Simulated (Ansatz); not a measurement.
# BeCo (Pm-3m): from the cell to its phonons

Wanted: phonon frequencies of BeCo (Pm-3m) and what follows from them.

Program: Ansatz 0.2.0. Level of theory: DFT PBEsol, scalar-relativistic, plane waves, PAW; PAW set soft_1. Results are calculated unless marked as measured.

## (1) Starting point

Symmetry: Pm-3m, No. 221, cubic system. Conventional cell: a = 2.606 Å, b = 2.606 Å, c = 2.606 Å, α = 90.00°, β = 90.00°, γ = 90.00°. Nearest to Be lie 8 Co at 2.26 Å. Co has 8 Be at 2.26 Å nearest. Farther neighbours are not listed.

## (2) A magnetic order at the starting cell, 2 atoms

Phonons depend on the magnetic state, so simple orders are compared first, at the starting cell. This run starts ferromagnetic.

File input.yaml:

```yaml
crystal:
  lattice:
    - [2.606, 0.0, 0.0]
    - [0.0, 2.606, 0.0]
    - [0.0, 0.0, 2.606]
  atoms:
    - { symbol: Be, position: [0.0, 0.0, 0.0] }
    - { symbol: Co, position: [0.5, 0.5, 0.5], spin: 3.0 }
kpoints:
  mp_grid: { grid: [12, 12, 12] }
hamiltonian:
  xc: pbesol
  pseudopotentials: { kind: paw, azcp: { folder: soft_1 }, xc_functional: pbe }
scf:
  occupations: { method: gaussian, width: 0.05 }
  max_iter: 100
output:
  forces: true
  stress: true
  eigenvalues: true
  populations: true
magnetization:
  spin_polarized: true
```

Run with:

```sh
$ ansatz run input.yaml --threads 4 --pin off --max-ram 10240MiB --backend cpu --events-out ev --progress --plain --runs-dir out
```

Numbers of over 12 decimals in the logs are rounded to 6 here.

Log:

```text
Engine: ansatz 0.2.0, x86_64-unknown-linux-gnu
Pseudopotentials: kind: paw
Pseudopotential: Be, paw, valence charge 2, recommended cutoff 420 eV (normal), soft_1/Be.paw.azcp
Pseudopotential: Co, paw, valence charge 17, recommended cutoff 420 eV (normal), soft_1/Co.paw.azcp
Functional definition: PBEsol
  exchange = pbesol_x
  correlation = pbesol_c
[...]
k-point 2 ↑: bands = [... 6 lower, 11.6302, 13.7091, 13.7091, 14.0768, 19.5295, 22.8117, 22.8117, 29.4341, ... 1 higher]
  k-point 83 ↓: bands = [... 6 lower, 10.5730, 15.1117, 15.1117, 20.9119, 20.9119, 20.9119, 21.6602, 21.6602, ... 1 higher]
--- Löwdin populations: 2 sites ---
  site symbol       q [e]    m [muB]
     0     Be      1.0424    -0.0063
     1     Co     17.2117     0.3653
  spilling = 0.039256 (of n_electrons = 19.000000)
[key lines of the parts left out:]
SCF converged after 11 iterations
Magnetization: 0.3411 μB (9.6705 up, 9.3295 down)
Free energy (F): -5183.968305 eV
Fermi energy:    14.274836 eV
P = ⅓ Tr σ = -9.2424 GPa (-92.424 kbar)
```

It took 1.4 s on 4 threads of Intel Xeon Platinum 8488C (Sapphire Rapids), shared host; peak memory 0.33 GiB.

Numbers from this step:

| Item | Value |
| --- | --- |
| magnetization | 0.3411 μB |
| absolute magnetization | 0.3978 μB |
| site moments | -0.01658, 0.3620 μB |
| pressure | -9.242 GPa |
| volume per atom | 8.849 Å³ |
| gap on the k-mesh | 0 eV |

The cell carries a net spin moment of 0.34 μB and an absolute one of 0.40 μB.

## (3) A magnetic order at the starting cell, 4 atoms

Phonons depend on the magnetic state, so simple orders are compared first, at the starting cell. This run starts antiferromagnetic, q = (0.5, 0.5, 0.5).

System of this step: BeCo (Pm-3m). Symmetry: Pm-3m, No. 221, cubic system. The conventional cell has a = 2.606 Å, b = 2.606 Å, c = 2.606 Å, α = 90.00°, β = 90.00°, γ = 90.00°. Nearest to Be lie 8 Co at 2.26 Å. Nearest to Co lie 8 Be at 2.26 Å. Farther neighbours are not listed.

input.yaml, the sections that differ from step 2:

```yaml
crystal:
  lattice:
    - [2.606, 2.606, 0.0]
    - [2.606, 0.0, 2.606]
    - [2.606, 0.0, -2.606]
  atoms:
    - { symbol: Be, position: [0.0, 0.0, 0.0] }
    - { symbol: Be, position: [0.0, 0.5, 0.5] }
    - { symbol: Co, position: [0.5, 0.25, 0.75], spin: 3.0 }
    - { symbol: Co, position: [0.5, 0.75, 0.25], spin: -3.0 }
# kpoints, hamiltonian, scf, output, magnetization: as in step 2
```

Log:

```text
[...]
Crystal: 4 atoms, lattice volume = 35.396 Å³
Basis set: ecut = 420 eV, 701 PW (Γ), exchange–correlation on 50×50×50 points (8 copies of the dense FFT grid, shifted against one another)
Bands: 27, of which v1, the nominal top of the filled ones, is band 19 counted from 1 (18 counted from 0)
Symmetry: 48 space group operations
[...]
k-point 71 ↓: bands = [... 15 lower, 12.9625, 13.0756, 13.0757, 13.6998, 13.6998, 15.3839, 15.3839, 22.9099, ... 4 higher]
--- Löwdin populations: 4 sites ---
  site symbol       q [e]    m [muB]
     0     Be      1.0428     0.0060
     1     Be      1.0428     0.0060
     2     Co     17.2126    -0.4268
     3     Co     17.2127    -0.4268
  spilling = 0.039191 (of n_electrons = 38.000000)
[key lines of the parts left out:]
SCF converged after 15 iterations
Magnetization: -0.7952 μB (18.6024 up, 19.3976 down)
Free energy (F): -10367.935157 eV
Fermi energy:    14.293472 eV
P = ⅓ Tr σ = -9.0810 GPa (-90.810 kbar)
```

Wall time 3.4 s (4 threads); peak memory 0.49 GiB.

The cell carries a net spin moment of 0.80 μB and an absolute one of 0.92 μB.

## (4) A magnetic order at the starting cell, 4 atoms (run 2)

Phonons depend on the magnetic state, so simple orders are compared first, at the starting cell. This run starts antiferromagnetic, q = (0, 0, 0.5).

input.yaml, the sections that differ from step 3:

```yaml
crystal:
  lattice:
    - [2.606, 0.0, 0.0]
    - [0.0, 2.606, 0.0]
    - [0.0, 0.0, 5.212]
  atoms:
    - { symbol: Be, position: [0.0, 0.0, 0.0] }
    - { symbol: Be, position: [0.0, 0.0, 0.5] }
    - { symbol: Co, position: [0.5, 0.5, 0.25], spin: 3.0 }
    - { symbol: Co, position: [0.5, 0.5, 0.75], spin: -3.0 }
kpoints:
  mp_grid: { grid: [12, 12, 6] }
# hamiltonian, scf, output, magnetization: as in step 3
```

Log:

```text
[...]
Crystal: 4 atoms, lattice volume = 35.396 Å³
Basis set: ecut = 420 eV, 677 PW (Γ), exchange–correlation on 36×36×72 points (8 copies of the dense FFT grid, shifted against one another)
Bands: 27, of which v1, the nominal top of the filled ones, is band 19 counted from 1 (18 counted from 0)
Symmetry: 16 space group operations
[...]
k-point 111 ↓: bands = [... 15 lower, 13.4088, 15.0881, 15.0881, 16.6260, 16.6260, 16.6260, 16.6260, 20.7744, ... 4 higher]
--- Löwdin populations: 4 sites ---
  site symbol       q [e]    m [muB]
     0     Be      1.0424    -0.0063
     1     Be      1.0424    -0.0063
     2     Co     17.2117     0.3653
     3     Co     17.2117     0.3653
  spilling = 0.039256 (of n_electrons = 38.000000)
[key lines of the parts left out:]
SCF converged after 3 iterations
Magnetization: 0.6822 μB (19.3411 up, 18.6589 down)
Free energy (F): -10367.936610 eV
Fermi energy:    14.274842 eV
P = ⅓ Tr σ = -9.2425 GPa (-92.425 kbar)
```

Elapsed: 31 s, on 4 threads; peak memory 0.89 GiB; 1.9 min of CPU time.

The cell carries a net spin moment of 0.68 μB and an absolute one of 0.80 μB.

## (5) The orders compared

An antiferromagnetic start is carried into the relaxation if it ends more than 3 meV per atom below the ferromagnetic start.

Numbers from this step:

* start carried on: ferromagnetic

Orders, by row:

| starting order | atoms | energy from the first start (meV/atom) | largest moment (μB) | gap on mesh (eV) | net moment of the cell (μB) | order kept |
| --- | --- | --- | --- | --- | --- | --- |
| ferromagnetic | 2 | 0 | 0.36 | 0 | 0.34 | yes |
| antiferromagnetic, q = (0.5, 0.5, 0.5) | 4 | 0.4 | 0.42 | 0 | -0.8 | no |
| antiferromagnetic, q = (0, 0, 0.5) | 4 | 0 | 0.36 | 0 | 0.68 | no |

The start carried on is the ferromagnetic one.

## (6) Rough relaxation

The start is far from rest, so a relaxation with loose tolerances brings it close first.

System of this step: BeCo (Pm-3m). Symmetry: Pm-3m, No. 221, cubic system. Conventional cell: a = 2.606 Å, b = 2.606 Å, c = 2.606 Å, α = 90.00°, β = 90.00°, γ = 90.00°. Nearest to Be lie 8 Co at 2.26 Å. Co has 8 Be at 2.26 Å nearest. Farther neighbours are not listed.

input.yaml, the sections that differ from step 4:

```yaml
crystal:
  lattice:
    - [2.606, 0.0, 0.0]
    - [0.0, 2.606, 0.0]
    - [0.0, 0.0, 2.606]
  atoms:
    - { symbol: Be, position: [0.0, 0.0, 0.0] }
    - { symbol: Co, position: [0.5, 0.5, 0.5], spin: 0.49 }
kpoints:
  mp_grid: { grid: [8, 8, 8] }
scf:
  occupations: { method: gaussian, width: 0.1 }
relax:
  adjacent_minimum: "off"
  f_tol: 0.05
  max_steps: 80
  cell: { stress_tol: 0.5 }
# hamiltonian, output, magnetization: as in step 4
```

Log:

```text
[...]
Crystal: 2 atoms, lattice volume = 17.698 Å³
Basis set: ecut = 420 eV, 341 PW (Γ), exchange–correlation on 36×36×36 points (8 copies of the dense FFT grid, shifted against one another)
Bands: 14, of which v1, the nominal top of the filled ones, is band 10 counted from 1 (9 counted from 0)
Symmetry: 48 space group operations
[...]
cell:  # Å, volume = 16.8807 Å³
    - [2.565251, 0, 0]
    - [0, 2.565251, 0]
    - [0, 0, 2.565251]
  atoms:
    - { symbol: Be, position: [0, 0, 0] }
    - { symbol: Co, position: [0.500000, 0.500000, 0.500000] }
--- Löwdin populations: 2 sites ---
  site symbol       q [e]    m [muB]
     0     Be      1.0394    -0.0059
     1     Co     17.2291     0.4315
  spilling = 0.038503 (of n_electrons = 19.000000)
[key lines of the parts left out:]
SCF converged after 9 iterations
Magnetization: 0.3951 μB (9.6975 up, 9.3025 down)
Free energy (F): -5183.986296 eV
Fermi energy:    15.168125 eV
P = ⅓ Tr σ = 0.3856 GPa (3.856 kbar)
```

Wall time 2.1 s (4 threads); peak memory 0.34 GiB; 6.2 s of CPU time.

Relaxation path:

| step | energy less that of the first step (eV) | largest force component (eV/Å) | pressure (GPa) | volume (Å³) |
| --- | --- | --- | --- | --- |
| 1 | 0.0000 | 0.0000 | -8.85 | 17.70 |
| 2 | -0.0173 | 0.0000 | -4.56 | 17.29 |
| 3 | -0.0229 | 0.0000 | 0.37 | 16.88 |
| 4* | -0.0226 | 0.0000 | 0.39 | 16.88 |

Relaxation steps marked * repeat the geometry before them on a plane-wave basis chosen anew for their cell, so energy and pressure can jump there.

Forces are held to the 48 operations that the run works with; a distortion that breaks them can't arise in this run.

| conventional cell, symmetrised | before | after | change |
| --- | --- | --- | --- |
| a (Å) | 2.606 | 2.565 | -1.6 % |
| b (Å) | 2.606 | 2.565 | -1.6 % |
| c (Å) | 2.606 | 2.565 | -1.6 % |
| volume (Å³/atom) | 8.85 | 8.44 | -4.6 % |

Final coordinates:

```cif
data_structure
_symmetry_space_group_name_H-M 'P 1'
_symmetry_Int_Tables_number 1
_cell_length_a 2.5653
_cell_length_b 2.5653
_cell_length_c 2.5653
_cell_angle_alpha 90.000
_cell_angle_beta 90.000
_cell_angle_gamma 90.000
_cell_volume 16.88
loop_
_atom_site_label
_atom_site_type_symbol
_atom_site_fract_x
_atom_site_fract_y
_atom_site_fract_z
_atom_site_occupancy
Be1 Be 0.00000 0.00000 0.00000 1
Co2 Co 0.50000 0.50000 0.50000 1
```

This step gave:

| Item | Value |
| --- | --- |
| magnetization | 0.3951 μB |
| absolute magnetization | 0.4697 μB |
| site moments | -0.02197, 0.4239 μB |
| pressure | 0.3856 GPa |
| volume per atom | 8.440 Å³ |

In this step the volume went from 8.85 to 8.44 Å³/atom.

## (7) Relaxation

The cell and atoms are relaxed, since residual forces and stress would shift the frequencies.

input.yaml, the sections that differ from step 6:

```yaml
crystal:
  lattice:
    - [2.5652513886, 0.0, 0.0]
    - [0.0, 2.5652513886, 0.0]
    - [0.0, 0.0, 2.5652513886]
  atoms:
    - { symbol: Be, position: [0.0, 0.0, 0.0] }
    - { symbol: Co, position: [0.5, 0.5, 0.5], spin: 0.47 }
kpoints:
  mp_grid: { grid: [16, 16, 16] }
output:
  forces: true
  stress: true
  eigenvalues: true
  populations: true
  write_density: true
  write_potential: true
  elf: true
  volumetric_format: npy
relax:
  adjacent_minimum: "off"
  f_tol: 0.005
  max_steps: 80
  cell: { stress_tol: 0.05 }
# hamiltonian, scf, magnetization: as in step 6
```

Log:

```text
[...]
Crystal: 2 atoms, lattice volume = 16.881 Å³
Basis set: ecut = 420 eV, 341 PW (Γ), exchange–correlation on 36×36×36 points (8 copies of the dense FFT grid, shifted against one another)
Bands: 14, of which v1, the nominal top of the filled ones, is band 10 counted from 1 (9 counted from 0)
Symmetry: 48 space group operations
[...]
k-points: 165 of 4096
[...]
Starting moments: Σ|m| = 0.47 μB on 1 of 2 sites
[...]
SCF iter   1: F=—  HF=-5184.274785 eV  |F-HF|=—  |Δ(HF+E_count)|=         —  Δρ=9.23e-2 (↑8.19e-2 ↓9.23e-2)  dr2=3.91e0  dr2_m=7.55e-3  M=0.462 μB ∫|m|=0.499 μB  β_m=0.30  ethr=3.10e-3  ⟨swp⟩=4.6  Hψ=23156  notcnv=0
[...]
SCF iter  12: F=-5183.996598 eV  HF=-5183.996598 eV  |F-HF|=8.37e-11  |Δ(HF+E_count)|=  1.52e-10  Δρ=6.32e-7 (↑3.28e-7 ↓6.32e-7)  dr2=1.11e-10  dr2_m=4.53e-12  M=0.394 μB ∫|m|=0.453 μB  ethr=6.15e-12  ⟨swp⟩=4.9  Hψ=22192  notcnv=0
SCF 1 converged in 12 iterations: F = -5183.996598 eV  dr2 = 1.11e-10
[...]
relax step   1: F+E_penalty+E_count = -5183.99659827 eV  Δ(F+E_penalty+E_count) = +0.000e0 eV  max|allowed force component| = 3.542e-29 eV/Å  Δτ_max = 0.0000 Å  P = +0.175 GPa  Ω = 16.881 Å³  (12 SCF iters, dr2 threshold 1.00e-7 eV, accepted)
Crystal: 2 atoms, lattice volume = 16.887 Å³
[...]
SCF iter   7: F=-5183.996600 eV  HF=-5183.996600 eV  |F-HF|=6.64e-9  |Δ(HF+E_count)|=   1.37e-8  Δρ=5.99e-6 (↑2.03e-6 ↓5.99e-6)  dr2=7.86e-9  dr2_m=6.59e-10  M=0.394 μB ∫|m|=0.453 μB  ethr=3.32e-11  ⟨swp⟩=4.4  Hψ=22367  notcnv=0
SCF 2 converged in 7 iterations: F = -5183.996600 eV  dr2 = 7.86e-9
relax step   2: F+E_penalty+E_count = -5183.99660029 eV  Δ(F+E_penalty+E_count) = -2.025e-6 eV  max|allowed force component| = 3.147e-30 eV/Å  Δτ_max = 0.0000 Å  P = +0.092 GPa  Ω = 16.887 Å³  energy of the carried Pulay correction = -3.377e-6 eV  (7 SCF iters, dr2 threshold 7.64e-8 eV, accepted)
Crystal: 2 atoms, lattice volume = 16.894 Å³
[...]
SCF iter   8: F=-5183.996599 eV  HF=-5183.996599 eV  |F-HF|=2.07e-10  |Δ(HF+E_count)|=   1.32e-9  Δρ=7.74e-7 (↑7.74e-7 ↓6.39e-7)  dr2=2.51e-10  dr2_m=7.84e-13  M=0.394 μB ∫|m|=0.453 μB  ethr=6.41e-12  ⟨swp⟩=3.9  Hψ=21521  notcnv=0
SCF 3 converged in 8 iterations: F = -5183.996599 eV  dr2 = 2.51e-10
relax step   3: F+E_penalty+E_count = -5183.99659867 eV  Δ(F+E_penalty+E_count) = +1.623e-6 eV  max|allowed force component| = 3.254e-30 eV/Å  Δτ_max = 0.0000 Å  P = +0.002 GPa  Ω = 16.894 Å³  energy of the carried Pulay correction = -7.136e-6 eV  (8 SCF iters, dr2 threshold 2.12e-8 eV, accepted)
[...]
SCF iter   7: F=-5183.996607 eV  HF=-5183.996607 eV  |F-HF|=1.46e-11  |Δ(HF+E_count)|=  3.64e-12  Δρ=2.09e-7 (↑1.50e-7 ↓2.09e-7)  dr2=1.59e-11  dr2_m=1.55e-13  M=0.394 μB ∫|m|=0.453 μB  ethr=1.00e-12  ⟨swp⟩=3.0  Hψ=15994  notcnv=0
SCF 4 converged in 7 iterations: F = -5183.996607 eV  dr2 = 1.59e-11
relax step   4: F+E_penalty+E_count = -5183.99660749 eV  Δ(F+E_penalty+E_count) = -8.823e-6 eV  max|allowed force component| = 4.717e-30 eV/Å  Δτ_max = 0.0000 Å  P = +0.001 GPa  Ω = 16.894 Å³  stress off target by 1.34e-3 GPa  SCF on the basis re-selected at this cell (its energy is not comparable with the rows above)  (7 SCF iters)
basis re-selected at this cell: Δ(F+E_penalty+E_count) = -8.823e-6 eV, ΔP = -0.001 GPa vs the last step (what re-selecting the basis moved, of the pressure what is left beyond the Pulay correction that the steps carried, after the strain that the cell walked since its last selection, with what the two solves' SCF thresholds leave and, on support functions, any second-order correction that the steps lacked; it is no m [...]
SCF converged after 7 iterations
Magnetization: 0.3942 μB (9.6971 up, 9.3029 down)
Absolute magnetization: 0.4535 μB (∫|ρ↑−ρ↓|, with the PAW one-centre terms)
[...]
Per-site moments (μB) at R_I (Å): [(-0.018110, 0.916646), (0.413955, 0.916646)]
Free energy (F): -5183.996607 eV
[...]
Internal energy: -5183.988454 eV  (E = F + TS)
E sigma→0 (E₀):  -5183.992531 eV
Entropy (-TS):   -0.008153 eV (-4.077 meV/atom)
Fermi energy:    15.118214 eV
[...]
--- Stress (GPa, compression-positive) ---
        0.001337       0.000000      -0.000000
        0.000000       0.001337      -0.000000
       -0.000000      -0.000000       0.001337
  P = ⅓ Tr σ = 0.0013 GPa (0.013 kbar)
--- Band table (eV; the first three rows and the last of 330) ---
  k-point 0 ↑: bands = [... 6 lower, 12.1294, 14.8724, 14.8724, 14.8724, 22.9790, 22.9790, 22.9790, 30.6360]
  k-point 1 ↑: bands = [... 6 lower, 12.1479, 14.8129, 14.8129, 14.8763, 22.5112, 23.1168, 23.1168, 30.6385]
  k-point 2 ↑: bands = [... 6 lower, 12.2010, 14.6503, 14.6503, 14.8876, 21.4083, 23.5144, 23.5144, 30.6458]
  k-point 164 ↓: bands = [... 6 lower, 11.1699, 16.0468, 16.0468, 21.9733, 21.9733, 21.9733, 22.7884, 22.7884]
--- Relaxed structure (3 steps of the walk, 3 accepted, 1 SCFs on fresh bases) ---
[...]
cell:  # Å, volume = 16.8943 Å³
    - [2.565944, 0, 0]
    - [0, 2.565944, 0]
    - [0, 0, 2.565944]
  atoms:
    - { symbol: Be, position: [0, 0, 0] }
    - { symbol: Co, position: [0.5, 0.5, 0.5] }
--- Löwdin populations: 2 sites ---
  site symbol       q [e]    m [muB]
     0     Be      1.0385    -0.0044
     1     Co     17.2234     0.4216
  spilling = 0.038849 (of n_electrons = 19.000000)
```

It took 5.8 s on 4 threads; peak memory 0.43 GiB.

Little changed from the start: no atom moved by 0.005 Å and no cell edge by 0.1 %.

Numbers from this step:

```
magnetization          : 0.3942 μB
absolute magnetization : 0.4535 μB
site moments           : -0.01811, 0.4140 μB
pressure               : 0.001337 GPa
volume per atom        : 8.447 Å³
```

Spin density in the ac plane at fractional y = 0.500, with atoms of Co within 0.2 Å of it.

Values in e/Å³, 13 rows by 13 columns:
```
0.0 0.0 0.0 0.0 0.0 0.0 0.0 0.0 0.0 0.0 0.0 0.0 0.0
0.0 0.0 0.0 0.0 0.0 0.0 0.0 0.0 0.0 0.0 0.0 0.0 0.0
0.0 0.0 0.0 0.0 0.0 0.0 0.0 0.0 0.0 0.0 0.0 0.0 0.0
0.0 0.0 0.0 0.0 0.1 0.1 0.2 0.2 0.1 0.1 0.0 0.0 0.0
0.0 0.0 0.0 0.0 0.1 0.3 0.6 0.6 0.3 0.1 0.0 0.0 0.0
0.0 0.0 0.0 0.0 0.2 0.6 1.2 1.2 0.6 0.2 0.0 0.0 0.0
0.0 0.0 0.0 0.0 0.2 0.6 1.2 1.2 0.6 0.2 0.0 0.0 0.0
0.0 0.0 0.0 0.0 0.1 0.3 0.6 0.6 0.3 0.1 0.0 0.0 0.0
0.0 0.0 0.0 0.0 0.1 0.1 0.2 0.2 0.1 0.1 0.0 0.0 0.0
0.0 0.0 0.0 0.0 0.0 0.0 0.0 0.0 0.0 0.0 0.0 0.0 0.0
0.0 0.0 0.0 0.0 0.0 0.0 0.0 0.0 0.0 0.0 0.0 0.0 0.0
0.0 0.0 0.0 0.0 0.0 0.0 0.0 0.0 0.0 0.0 0.0 0.0 0.0
0.0 0.0 0.0 0.0 0.0 0.0 0.0 0.0 0.0 0.0 0.0 0.0 0.0
```
Columns run along a (2.6 Å), rows up along c (2.6 Å). Atoms in or near the plane, at fractional coordinates: Co at (0.50, 0.50).

Electrostatic potential energy in the ac plane at fractional y = 0.500, with atoms of Co within 0.2 Å of it. With pseudopotentials it is smooth inside the atoms' cores, unlike the true potential.

Values in eV, 13 rows by 13 columns:
```
 16  16  16  16  15  14  14  14  14  15  16  16  16
 16  16  15  14  11   7   3   3   7  11  14  15  16
 16  16  14   9  -1 -12 -18 -18 -12  -1   9  14  16
 16  15  11  -1 -18 -28 -31 -31 -28 -18  -1  11  15
 15  14   7 -12 -28 -31 -31 -31 -31 -28 -12   7  14
 15  14   3 -18 -31 -31 -27 -27 -31 -31 -18   3  14
 15  14   3 -18 -31 -31 -27 -27 -31 -31 -18   3  14
 15  14   7 -12 -28 -31 -31 -31 -31 -28 -12   7  14
 16  15  11  -1 -18 -28 -31 -31 -28 -18  -1  11  15
 16  16  14   9  -1 -12 -18 -18 -12  -1   9  14  16
 16  16  15  14  11   7   3   3   7  11  14  15  16
 16  16  16  16  15  14  14  14  14  15  16  16  16
 16  16  16  16  16  15  15  15  15  16  16  16  16
```
Columns run along a (2.6 Å; values clipped at the 3rd and 97th percentile), rows up along c (2.6 Å). Atoms in or near the plane, at fractional coordinates: Co at (0.50, 0.50).

Valence density in the ac plane at fractional y = 0.500, with atoms of Co within 0.2 Å of it. It is the smooth field of the valence electrons, not physical close to the nuclei.

Values in e/Å³, 13 rows by 13 columns:
```
 0  0  0  0  0  0  0  0  0  0  0  0  0
 0  0  0  0  0  1  1  1  1  0  0  0  0
 0  0  0  0  1  1  2  2  1  1  0  0  0
 0  0  0  1  2  4  7  7  4  2  1  0  0
 0  0  1  1  4 12 21 21 12  4  1  1  0
 0  0  1  2  7 21 41 41 21  7  2  1  0
 0  0  1  2  7 21 41 41 21  7  2  1  0
 0  0  1  1  4 12 21 21 12  4  1  1  0
 0  0  0  1  2  4  7  7  4  2  1  0  0
 0  0  0  0  1  1  2  2  1  1  0  0  0
 0  0  0  0  0  1  1  1  1  0  0  0  0
 0  0  0  0  0  0  0  0  0  0  0  0  0
 0  0  0  0  0  0  0  0  0  0  0  0  0
```
Columns run along a (2.6 Å), rows up along c (2.6 Å). Atoms in or near the plane, at fractional coordinates: Co at (0.50, 0.50).

In this step the volume went from 8.44 to 8.45 Å³/atom.

[end of part 1 of 3]

[Logs are printed without paths, hosts, clocks, repeated set-up lines and the standing remarks that a program may print on its own settings, such as how far it seeks lower states.]

[Hosts, paths, dates, database ids (printed as entryN), source tags and the programs' standing remarks are cut or masked in the printed files.]
